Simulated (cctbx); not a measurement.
# Diagnosing a refinement

Cell a = 12.0620 Å, b = 12.0620 Å, c = 12.0620 Å, α = 90.00°, β = 90.00°, γ = 90.00°; space group Fm-3m (no. 225). The compound is Ho6Ti7Be8Cu8.

Simulated single-crystal data (cctbx): synchrotron X-rays, λ = 0.4959 Å, to d = 0.75 Å, 95 % of the full sphere, strongest reflection 5000 counts, noise from counting, a 3 % proportional error and a noise floor of 8 counts (s.d.); no absorption.

An anisotropic refinement with weights 1/σ² prints:

```text
Rint 0.079, 144 unique reflections to 0.75 A
cycle     R1     wR2    GooF  max shift (A)
   1  0.0234  0.0468   2.119   0.00656
   2  0.0172  0.0335   1.513   0.00007
final R1 0.0172 wR2 0.0335 GooF 1.513  parameters 13  data/parameter 11.1
atom        x        y        z      Ueq    occ   su(xyz)  su(Uiso or U11)
Ho1    0.71421  0.00000  0.00000   0.0180  1.000  0.00005  0.0003
Cu1    0.11952  0.61952  0.61952   0.0314  1.000  0.00008  0.0004
Ca1    0.00000  0.75000  0.75000   0.0244  1.000  0.00000  0.0013
Ti1    0.00000  0.00000  0.00000   0.0267  1.000  0.00000  0.0014
Be1    0.32709  0.82709  0.82709   0.0424  1.000  0.00105  0.0044
difference map: max 2.05 min -2.07 rms 0.28
Q1    0.0000  0.0000  0.5000    4    2.05  2.58 A from Ho1
Q2    0.0000  0.2226  0.2226   48    1.62  0.47 A from Ca1
Q3    0.0494  0.2500  0.2500   48    1.47  0.60 A from Ca1
Q4    0.0819  0.0819  0.4181   32    1.45  1.90 A from Be1
Q5    0.1983  0.1983  0.3017   32    1.12  0.53 A from Be1
Q6    0.1210  0.2202  0.2798   96    0.93  1.02 A from Be1
```

Q: Accept it or mend it, and why?

Mend it. The fault: wrong element: Ca1 is Ti. Against the right model at the same level, R1 goes from 0.0104 to 0.0172 and GooF from 0.93 to 1.51. Ca1 has 2 electrons too few and its U shrinks to make up, as expected (near an absorption edge f′ can widen the mismatch well beyond the difference in Z).

The compound is Ho6Ti7Be8Cu8. The right model at the same level gives:

```text
Rint 0.079, 144 unique reflections to 0.75 A
cycle     R1     wR2    GooF  max shift (A)
   1  0.0138  0.0258   1.165   0.00168
   2  0.0104  0.0205   0.926   0.00000
final R1 0.0104 wR2 0.0205 GooF 0.926  parameters 13  data/parameter 11.1
atom        x        y        z      Ueq    occ   su(xyz)  su(Uiso or U11)
Ho1    0.71421  0.00000  0.00000   0.0180  1.000  0.00003  0.0002
Cu1    0.11955  0.61955  0.61955   0.0309  1.000  0.00005  0.0002
Ti1    0.00000  0.75000  0.75000   0.0307  1.000  0.00000  0.0008
Ti2    0.00000  0.00000  0.00000   0.0273  1.000  0.00000  0.0009
Be1    0.32733  0.82733  0.82733   0.0416  1.000  0.00065  0.0027
difference map: max 2.14 min -1.25 rms 0.23
Q1    0.0000  0.0000  0.5000    4    2.14  2.58 A from Ho1
Q2    0.0818  0.0818  0.4182   32    1.33  1.90 A from Be1
Q3    0.1976  0.1976  0.3024   32    1.08  0.52 A from Be1
Q4    0.0000  0.0000  0.1042   24    0.89  1.26 A from Ti2
Q5    0.1222  0.2197  0.2803   96    0.85  1.01 A from Be1
Q6    0.0712  0.2500  0.2500   48    0.78  0.86 A from Ti1
```

This is a model crystal, built by substitution and not relaxed, with assumed displacement parameters.

[Middle refinement cycles are left out of these outputs.]

[Logs are printed without paths, hosts, clocks, repeated set-up lines and the standing remarks that a program may print on its own settings, such as how far it seeks lower states.]
